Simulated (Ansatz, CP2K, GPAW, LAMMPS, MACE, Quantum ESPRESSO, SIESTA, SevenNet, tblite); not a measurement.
**Running glassy 48SiO2-36B2O3-8MgO-8CaO (mol %) (89 atoms) with GPAW**

How do the settings of GPAW change the result for glassy 48SiO2-36B2O3-8MgO-8CaO (mol %) (89 atoms)? A plane-wave run serves as the yardstick.

Calculated with GPAW 26.7.0; the method is named at each step.

## (1) The starting structure

The cell holds 89 atoms: 12 Si, 18 B, 2 Mg, 2 Ca and 55 O. Its edges and angles: a = 10.205 Å, b = 10.205 Å, c = 10.205 Å, α = 90.0°, β = 90.0°, γ = 90.0°. 89 atoms (12 Si, 18 B, 2 Mg, 2 Ca, 55 O) placed at random at 2.19 g/cm³, melted at 3000 K for 20 ps at fixed volume with the Buckingham and Coulomb pair potential of Guillot and Sator (Geochim. Cosmochim. Acta 71, 1249 (2007)) with the boron terms of Wang et al. (J. Non-Cryst. Solids 498, 294 (2018)). Quenched from 3000 K to 300 K at 50 K/ps and fixed volume, held 10 ps at zero pressure.

The yardstick, on the same geometry:

* method: Kohn-Sham DFT, PBE, SSSP efficiency 1.3.0 pseudopotentials, plane waves (Quantum ESPRESSO 7.5); sssp-pbe-1.3.0-efficiency, cutoffs 60/480 Ry, Γ point
* r.m.s. force component: 1.261 eV/Å
* longest force: 6.226 eV/Å
* pressure: -1.9 GPa
* gap (highest filled to lowest empty level): 2.818 eV
* time: 2.7 min on 4 MPI ranks of Arm Neoverse V1, shared host
* CPU time: 11 min

## (2) PBE, LCAO dzp, h 0.18 Å

Method: Kohn-Sham DFT, PBE, PAW, atomic orbitals (dzp).

The input, run.py:

```python
import numpy as np
from ase.io import read
from gpaw import GPAW, FermiDirac

atoms = read("structure.xyz")
atoms.calc = GPAW(
    mode="lcao",
    basis="dzp",
    h=0.18,
    xc="PBE",
    kpts={"size": (1, 1, 1), "gamma": True},
    occupations=FermiDirac(0.05),
    maxiter=200,
    symmetry={"point_group": False},
    txt="gpaw.txt",
)
energy = atoms.get_potential_energy(force_consistent=True)
forces = atoms.get_forces()
print(f"energy {energy:.6f} eV")
print("forces (eV/A)")
for i, (a, f) in enumerate(zip(atoms, forces)):
    print(f"{i:4d} {a.symbol:2s} {f[0]:10.5f} {f[1]:10.5f} {f[2]:10.5f}")
print(f"Fermi level {atoms.calc.get_fermi_level():.4f} eV")
for k in range(len(atoms.calc.get_ibz_k_points())):
    for s in range(atoms.calc.get_number_of_spins()):
        e = atoms.calc.get_eigenvalues(kpt=k, spin=s)
        n = np.searchsorted(e, atoms.calc.get_fermi_level())
        print(f"k {k} spin {s} levels about the Fermi level:", np.round(e[max(n - 6, 0):n], 4).tolist(), "|", np.round(e[n:n + 6], 4).tolist())
```

The input, structure.xyz:

```xyz
89
Lattice="10.20454 0.00000 0.00000 0.00000 10.20454 0.00000 0.00000 0.00000 10.20454" Properties=species:S:1:pos:R:3 pbc="T T T"
Si 2.30347 5.06166 2.53052
Si 8.75550 0.19654 8.58569
Si 3.98610 1.29547 1.35435
Si 5.51586 9.12561 7.12787
Si 2.47613 10.12392 7.50462
Si 5.19391 8.85979 0.03663
Si 8.75213 3.27239 1.59272
Si 9.24184 4.38305 6.26508
Si 8.59304 6.23314 2.43950
Si 5.44524 2.29204 4.06712
Si 3.90926 2.55144 6.87184
Si 0.03806 6.71908 5.15891
B 6.03292 7.77341 2.68308
B 7.02532 10.15535 3.45628
B 2.08724 0.40645 3.11289
B 0.73013 3.63394 9.72636
B 8.83142 8.93693 6.31743
B 1.81110 8.98591 5.15574
B 4.22386 4.97512 8.14628
B 0.62299 2.70573 3.25617
B 8.26619 0.66891 1.19026
B 0.72758 7.22665 1.21352
B 5.33891 6.62969 6.33712
B 7.83137 5.13492 8.71447
B 4.02100 6.62642 4.13712
B 2.41552 8.76978 9.97943
B 3.34637 4.02334 0.22889
B 6.78439 4.62725 4.86348
B 0.01378 2.30194 7.50034
B 6.49162 1.53037 7.17685
Mg 8.34068 1.70508 5.05472
Mg 7.88464 7.14420 7.43033
Ca 5.95159 2.33061 9.97504
Ca 5.97762 5.71964 0.78453
O 6.04986 5.61342 5.55627
O 9.67166 2.83135 6.34100
O 3.52740 4.53980 1.55721
O 6.16773 3.76497 3.93263
O 2.72594 1.52078 7.28972
O 9.65656 6.32865 3.68057
O 4.20999 7.04899 5.49433
O 5.05023 0.22960 0.67156
O 1.50048 9.57267 6.35743
O 2.42011 9.68401 4.10294
O 8.19618 4.51357 5.02023
O 2.68053 0.49808 1.84865
O 5.86955 9.04694 8.79233
O 1.31557 7.69330 4.94553
O 7.32584 4.10406 9.48022
O 2.15642 9.76860 9.05224
O 5.96823 8.09240 1.25506
O 8.02842 0.04878 2.40592
O 3.66333 4.11304 7.22583
O 3.04422 5.70148 3.87201
O 7.83066 2.02948 1.09791
O 8.70427 9.97820 5.40963
[... 29 atom lines left out ...]
O 6.17701 0.26664 6.49621
O 5.25299 2.07897 7.72800
O 9.57288 6.99582 1.22740
O 8.66896 8.99530 7.69555
```

Started as:

```bash
$ OMP_NUM_THREADS=1 python run.py > output.txt
```

Output:

```text
energy -646.311218 eV
forces (eV/A)
   0 Si    1.78098    1.65372   -0.12293
   1 Si   -4.05485    2.51848    0.05053
   2 Si   -1.17493    0.40670    0.77223
   3 Si   -1.05639    4.08078    1.56208
   4 Si    3.41756   -0.49112   -0.25970
   5 Si    0.37606    1.41230    0.74356
   6 Si    2.87778    0.27255   -2.44722
   7 Si   -1.81661    0.91005   -0.33982
   8 Si    3.02973    3.39499   -0.04460
   9 Si    1.28291    0.12964    1.05770
  10 Si    3.07785   -0.43899   -0.88259
  11 Si    0.09209    1.23308   -1.54511
  12 B    -0.27339    1.98908    2.31605
  13 B    -1.05733   -2.94407   -2.74620
  14 B     0.31458    0.88774    0.96027
  15 B     1.14830   -0.98282    0.81389
  16 B     0.64363    4.62440   -4.36584
  17 B    -0.74299   -0.36638   -0.95400
  18 B     1.35645    0.79885   -2.00723
  19 B     1.51835   -0.93454   -2.48764
  20 B    -1.15949   -0.68122    1.69701
  21 B     0.54055   -0.77488   -0.45915
  22 B    -2.45893   -2.18503   -1.77054
  23 B    -2.58838    0.30708    4.16074
[...]
81 O     0.87687   -0.08868   -0.09909
  82 O    -0.36308    0.33302   -0.39329
  83 O     0.11127    0.38696   -1.60547
  84 O    -1.76083   -1.21773   -0.61082
  85 O    -0.14791   -1.55237   -0.35110
  86 O    -0.73311    0.43074    1.78164
  87 O    -1.39401    0.46616    0.44272
  88 O     0.32041   -0.62222    1.52931
Fermi level 4.9611 eV
k 0 spin 0 levels about the Fermi level: [2.2942, 2.3267, 2.5279, 2.7976, 3.1843, 3.5333] | [6.2172, 6.6844, 6.9069, 7.1945, 7.334, 7.4168]
```

gpaw.txt:

```text
Input parameters:
  mode=LCAO(),
  basis={'default': 'dzp'},
  h=0.18,
  kpts=MonkhorstPack(size=(1, 1, 1), gamma=True),
  maxiter=200,
  occupations=Occupations(name='fermi-dirac', width=0.05, fixmagmom=False),
  symmetry=Symmetry(point_group=False),
  xc=XC(name='PBE')
Unit cell  # Å
| periodic |         x |         y |         z |   lengths |    angles |
|----------|-----------|-----------|-----------|-----------|-----------|
|      yes | 10.204540 |  0.000000 |  0.000000 | 10.204540 | 90.000000 |
|      yes |  0.000000 | 10.204540 |  0.000000 | 10.204540 | 90.000000 |
|      yes |  0.000000 |  0.000000 | 10.204540 | 10.204540 | 90.000000 |
Number of symmetries: 1
Symmetry operations  # r_c * U_cc + t_c -> r_c
|   | kind |            matrix            |
|---|------|------------------------------|
| 0 |  E   |  1, 0, 0,  0, 1, 0,  0, 0, 1 |
BZ-sampling:
  Number of BZ points: 1
  Number of IBZ points: 1
  Monkhorst-Pack size: [1, 1, 1]
  Monkhorst-Pack shift: [0, 0, 0]
[... lines left out ...]
eigensolver:
density mixing:
  MSR1-Mixer
occupation numbers:
  Fermi-Dirac:
    width: 0.0500  # eV
FastPoissonSolver using
    Stencil: 6*3+1=19 point O(h^6) finite-difference Laplacian
xc functional:
  name: PBE with 2 nearest neighbor stencil
interpolation: tri-quintic # 5. degree polynomial
Initialization done in: 11.941 s
convergence criteria:
- Maximum [total energy] change in last 3 cyles: 0.0005 eV / valence electron
- Maximum integral of absolute [dens]ity change: 0.0001 electrons / valence electron
- Maximum integral of absolute [eigenst]ate change: 4e-08 eV^2 / valence electron
maximum number of iterations: 200
SCF iterations
|iter     |      energy | eigst |  dens |
|---------|-------------|-------|-------|
|iter:   1| -688.289002 |      c|       |
|iter:   2| -677.638834 |      c| -0.85 |
|iter:   3| -645.814942 |      c| -0.89 |
|iter:   4| -646.182717 |      c| -1.51 |
|iter:   5| -646.352652 |      c| -1.82 |
|iter:   6| -646.311929c|      c| -2.40 |
|iter:   7| -646.311415c|      c| -3.11 |
|iter:   8| -646.311234c|      c| -3.53 |
|iter:   9| -646.311219c|      c| -3.97 |
|iter:  10| -646.311218c|      c| -4.49c|
Converged in 10 steps
SCF loop duration: 131.988 s (13.199 s/step)
Energy contributions relative to reference atoms: (reference = -266854.848017)
Energy contributions:
  Kinetic:         592.358714
  Coulomb:        -548.874282
  Zero:             11.109882
  External:          0.000000
  Xc:             -700.905533
  Entropy:          -0.000000
  Spinorbit:         0.000000
  ----------------------------
  Free energy:    -646.311218
  Extrapolated:   -646.311218
dipole moment: (-10.129469, -44.581640, -13.049624)  # |e|*Ang
Fermi level: 4.961
Eigenvalues  # (at kpt = [0.000, 0.000, 0.000])
| band index |      eig [eV] | occ [0-2] |
|------------|---------------|-----------|
|          0 |       -71.973 |     2.000 |
|        ... |               |           |
|        228 |         2.026 |     2.000 |
|        229 |         2.144 |     2.000 |
[...]
|        243 |         7.618 |     0.000 |
|        ... |               |           |
|        287 |        11.036 |     0.000 |
Gap: 2.684 eV
Transition (v -> c):
  (s=0, k=0, n=235, [0.00, 0.00, 0.00]) -> (s=0, k=0, n=236, [0.00, 0.00, 0.00])
No difference between direct/indirect transitions
Force computation time: 34.361  # s
timing:  # [seconds]
  Total:  178.325  # ━━━━━━━━━━━━━━━━━━━━━━━━━━━━━━━━━━━━━━━━━━━━━━━━━━━━━━━━
  Init:    11.940  # ━━━╸
  SCF:    131.988  # ━━━━━━━━━━━━━━━━━━━━━━━━━━━━━━━━━━━━━━━━━╸
  Forces:  34.361  # ━━━━━━━━━━━
```

Run time: 3 min. Hardware: 1 thread of Arm Neoverse V1, shared host; peak memory 1.4 GiB.

Banners, paths, timers and routine set-up lines are dropped from the logs unmarked, and long logs keep their key lines alone; longer cuts are marked.

Against the reference:

```yaml
r_m_s_force_component: 1.346 eV/Å
r_m_s_difference_of_force_components: 258.4 meV/Å
longest_difference_of_force_vectors: 939 meV/Å
force_difference_over_r_m_s_force: 20.49 %
slope_of_forces_against_the_reference_s: 1.048
correlation_of_force_components: 0.9825
spacing_of_highest_filled_and_lowest_empty_level: 2.684 eV
gap_difference: -0.1337 eV
```

Length of the force difference by element (eV/Å):

| element | atoms | mean | most |
| --- | --- | --- | --- |
| B | 18 | 0.18 | 0.33 |
| Ca | 2 | 0.069 | 0.12 |
| Mg | 2 | 0.19 | 0.25 |
| O | 55 | 0.52 | 0.94 |
| Si | 12 | 0.19 | 0.37 |

Levels nearest the highest filled one (eV from it): -1.24, -1.21, -1.01, -0.74, -0.35, 0.00, 2.68, 3.15, 3.37, 3.66, 3.80, 3.88.

A closer look about Mg32, one of the 2 Mg atoms: 9 atoms, nearest first, numbered in the order of the input, with positions taken from that point.

| atom | x | y | z | distance (Å) | bonds | Fx | Fy | Fz (eV/Å) |
| --- | --- | --- | --- | --- | --- | --- | --- | --- |
| Mg32 | 0.00 | 0.00 | 0.00 | 0.00 | 5 | -1.00 | -0.73 | 0.69 |
| O74 | -0.33 | -0.68 | 1.74 | 1.90 | 3 | 0.31 | -1.60 | -0.17 |
| O69 | 1.17 | 0.49 | -1.54 | 2.00 | 3 | -0.35 | -1.17 | 0.54 |
| O89 | 0.78 | 1.85 | 0.27 | 2.03 | 3 | 0.32 | -0.62 | 1.53 |
| O77 | -1.73 | 0.65 | -0.86 | 2.04 | 3 | 2.19 | -1.31 | -0.59 |
| O70 | 0.55 | -2.14 | 0.07 | 2.21 | 3 | 0.45 | 0.99 | -0.10 |
| B17 | 0.95 | 1.79 | -1.11 | 2.31 | 3 | 0.64 | 4.62 | -4.37 |
| B24 | -0.05 | -2.01 | 1.28 | 2.39 | 3 | -2.59 | 0.31 | 4.16 |
| B23 | -2.55 | -0.51 | -1.09 | 2.82 | 4 | -2.46 | -2.19 | -1.77 |

Atoms are counted from 1 here, from 0 in the log.

Forces lie 20 % from the reference's, at 0.28 times its CPU time (on 1 against 4 cores).

The difference per atom is largest on O (0.52 eV/Å on average, against 0.19 on Si).

## (3) RPBE, LCAO dzp, h 0.18 Å

Method: Kohn-Sham DFT, RPBE, PAW, atomic orbitals (dzp).

Edit run.py of step 2 so:

```diff
@@ -9,3 +9,3 @@
     h=0.18,
-    xc="PBE",
+    xc="RPBE",
     kpts={"size": (1, 1, 1), "gamma": True},
```

structure.xyz is that of step 2.

Output:

```text
energy -614.568384 eV
forces (eV/A)
   0 Si    1.78880    1.65971   -0.12481
   1 Si   -4.08297    2.52592    0.04110
   2 Si   -1.17958    0.40667    0.77501
   3 Si   -1.07947    4.11712    1.56102
   4 Si    3.45839   -0.52119   -0.26680
   5 Si    0.38240    1.43109    0.75287
[...]
86 O    -0.78937    0.46080    1.88145
  87 O    -1.52062    0.53949    0.31623
  88 O     0.36318   -0.70923    1.68753
Fermi level 5.1472 eV
k 0 spin 0 levels about the Fermi level: [2.4668, 2.5007, 2.7011, 2.9683, 3.3737, 3.7196] | [6.4851, 6.9545, 7.1596, 7.4362, 7.5733, 7.65]
```

gpaw.txt:

```text
Input parameters:
  mode=LCAO(),
  basis={'default': 'dzp'},
  h=0.18,
  kpts=MonkhorstPack(size=(1, 1, 1), gamma=True),
  maxiter=200,
  occupations=Occupations(name='fermi-dirac', width=0.05, fixmagmom=False),
[... lines left out ...]
  Fermi-Dirac:
[... lines left out ...]
convergence criteria:
- Maximum [total energy] change in last 3 cyles: 0.0005 eV / valence electron
[... lines left out ...]
Converged in 10 steps
[... lines left out ...]
  Free energy:    -614.568384
[... lines left out ...]
Fermi level: 5.147
[... lines left out ...]
|        ... |               |           |
|        287 |        11.317 |     0.000 |
Gap: 2.765 eV
Transition (v -> c):
  (s=0, k=0, n=235, [0.00, 0.00, 0.00]) -> (s=0, k=0, n=236, [0.00, 0.00, 0.00])
No difference between direct/indirect transitions
Force computation time: 34.392  # s
timing:  # [seconds]
  Total:  179.766  # ━━━━━━━━━━━━━━━━━━━━━━━━━━━━━━━━━━━━━━━━━━━━━━━━━━━━━━━━
  Init:    11.938  # ━━━╸
  SCF:    133.401  # ━━━━━━━━━━━━━━━━━━━━━━━━━━━━━━━━━━━━━━━━━╸
  Forces:  34.392  # ━━━━━━━━━━╸
```

Run time: 3 min. Hardware: 1 thread; peak memory 1.4 GiB.

Compared with the plane-wave run:

```
r.m.s. force component                           : 1.374 eV/Å
r.m.s. difference of force components            : 310.3 meV/Å
longest difference of force vectors              : 1206 meV/Å
force difference over r.m.s. force               : 24.61 %
slope of forces against the reference's          : 1.063
correlation of force components                  : 0.9759
gap (highest filled to lowest empty level) : 2.765 eV
gap difference                                   : -0.0521 eV
```

Against the first run (20 %), the force difference from the reference is 25 %, at 1.0 times the CPU time; the model has changed, so this is no error of the program alone.

The difference per atom is largest on O (0.63 eV/Å on average, against 0.25 on Mg).

## (4) PBE, LCAO dzp, h 0.16 Å

Method: Kohn-Sham DFT, PBE, PAW, atomic orbitals (dzp).

Edit run.py of step 3 so:

```diff
@@ -3,2 +3,3 @@
 from gpaw import GPAW, FermiDirac
+from ase.parallel import parprint as print
 
@@ -8,4 +9,4 @@
     basis="dzp",
-    h=0.18,
-    xc="RPBE",
+    h=0.16,
+    xc="PBE",
     kpts={"size": (1, 1, 1), "gamma": True},
```

structure.xyz is that of step 3.

Started as:

```bash
$ OMP_NUM_THREADS=1 mpirun -np 2 gpaw python run.py > output.txt
```

Output:

```text
energy -650.511098 eV
forces (eV/A)
   0 Si    1.78445    1.65836   -0.12083
   1 Si   -4.05227    2.51685    0.03928
   2 Si   -1.17697    0.40860    0.76810
   3 Si   -1.05921    4.08246    1.56489
   4 Si    3.41906   -0.48861   -0.25526
   5 Si    0.38567    1.40787    0.74730
   6 Si    2.87313    0.27046   -2.44378
   7 Si   -1.81702    0.90340   -0.34069
   8 Si    3.02944    3.39407   -0.04364
   9 Si    1.28506    0.12997    1.05732
  10 Si    3.07791   -0.44118   -0.87683
  11 Si    0.09473    1.22825   -1.54845
  12 B    -0.26111    1.99599    2.30104
  13 B    -1.04448   -2.95175   -2.74748
  14 B     0.32214    0.89720    0.96645
  15 B     1.13998   -0.99386    0.81290
  16 B     0.64036    4.63720   -4.36372
  17 B    -0.75279   -0.36352   -0.94345
  18 B     1.36708    0.81418   -2.00246
  19 B     1.51911   -0.94459   -2.49282
  20 B    -1.14667   -0.69692    1.69157
  21 B     0.53677   -0.77712   -0.47200
  22 B    -2.45339   -2.18936   -1.78563
  23 B    -2.58747    0.31290    4.16373
[...]
81 O     0.83241   -0.11071   -0.12272
  82 O    -0.34901    0.32451   -0.41538
  83 O     0.07044    0.34616   -1.59122
  84 O    -1.71094   -1.25402   -0.63874
  85 O    -0.18142   -1.54588   -0.40411
  86 O    -0.80559    0.48659    1.79545
  87 O    -1.39169    0.48046    0.40970
  88 O     0.31535   -0.59396    1.56836
Fermi level 4.9567 eV
k 0 spin 0 levels about the Fermi level: [2.2917, 2.3245, 2.5252, 2.7959, 3.1821, 3.5314] | [6.2172, 6.6828, 6.9055, 7.1929, 7.3322, 7.4152]
```

gpaw.txt:

```text
Input parameters:
  mode=LCAO(),
  basis={'default': 'dzp'},
  h=0.16,
  kpts=MonkhorstPack(size=(1, 1, 1), gamma=True),
  maxiter=200,
  occupations=Occupations(name='fermi-dirac', width=0.05, fixmagmom=False),
  symmetry=Symmetry(point_group=False),
  xc=XC(name='PBE')
Unit cell  # Å
| periodic |         x |         y |         z |   lengths |    angles |
[... lines left out ...]
  Fermi-Dirac:
[... lines left out ...]
convergence criteria:
- Maximum [total energy] change in last 3 cyles: 0.0005 eV / valence electron
[... lines left out ...]
Converged in 10 steps
[... lines left out ...]
  Coulomb:        -547.552931
  Zero:              3.619890
  External:          0.000000
  Xc:             -701.862749
  Entropy:          -0.000000
  Spinorbit:         0.000000
  ----------------------------
  Free energy:    -650.511098
  Extrapolated:   -650.511098
dipole moment: (-10.255714, -44.622606, -12.921531)  # |e|*Ang
Fermi level: 4.957
Eigenvalues  # (at kpt = [0.000, 0.000, 0.000])
| band index |      eig [eV] | occ [0-2] |
|------------|---------------|-----------|
|          0 |       -71.975 |     2.000 |
|        ... |               |           |
|        228 |         2.023 |     2.000 |
|        229 |         2.141 |     2.000 |
[...]
|        243 |         7.616 |     0.000 |
|        ... |               |           |
|        287 |        11.034 |     0.000 |
Gap: 2.686 eV
Transition (v -> c):
  (s=0, k=0, n=235, [0.00, 0.00, 0.00]) -> (s=0, k=0, n=236, [0.00, 0.00, 0.00])
No difference between direct/indirect transitions
Force computation time: 25.341  # s
```

Elapsed: 2.3 min, on 2 MPI ranks; peak memory 2.3 GiB.

Numbers from this run, and their distance from the reference:

```yaml
r_m_s_force_component: 1.348 eV/Å
r_m_s_difference_of_force_components: 255.8 meV/Å
longest_difference_of_force_vectors: 894.8 meV/Å
force_difference_over_r_m_s_force: 20.28 %
slope_of_forces_against_the_reference_s: 1.05
correlation_of_force_components: 0.983
spacing_of_highest_filled_and_lowest_empty_level: 2.686 eV
gap_difference: -0.1318 eV
energy_less_the_same_level_run_s: -47.19 meV/atom
r_m_s_force_difference_from_the_same_level_run: 23.98 meV/Å
```

Against the first run (20 %), the force difference from the reference is 20 %, at 1.6 times the CPU time (on 2 against 1 cores): the change moves forces by 24 meV/Å r.m.s., so most of the difference comes from elsewhere.

The difference per atom is largest on O (0.52 eV/Å on average, against 0.19 on Si).

(Part 1 of 2 ends here.)

[Also dropped from logs without a mark: logging warnings of Python, and SIESTA's first energy breakdown and zero terms.]

[Logs are printed without paths, hosts, clocks, repeated set-up lines and the standing remarks that a program may print on its own settings, such as how far it seeks lower states.]

[Hosts, paths, dates, database ids (printed as entryN), source tags and the programs' standing remarks are cut or masked in the printed files.]
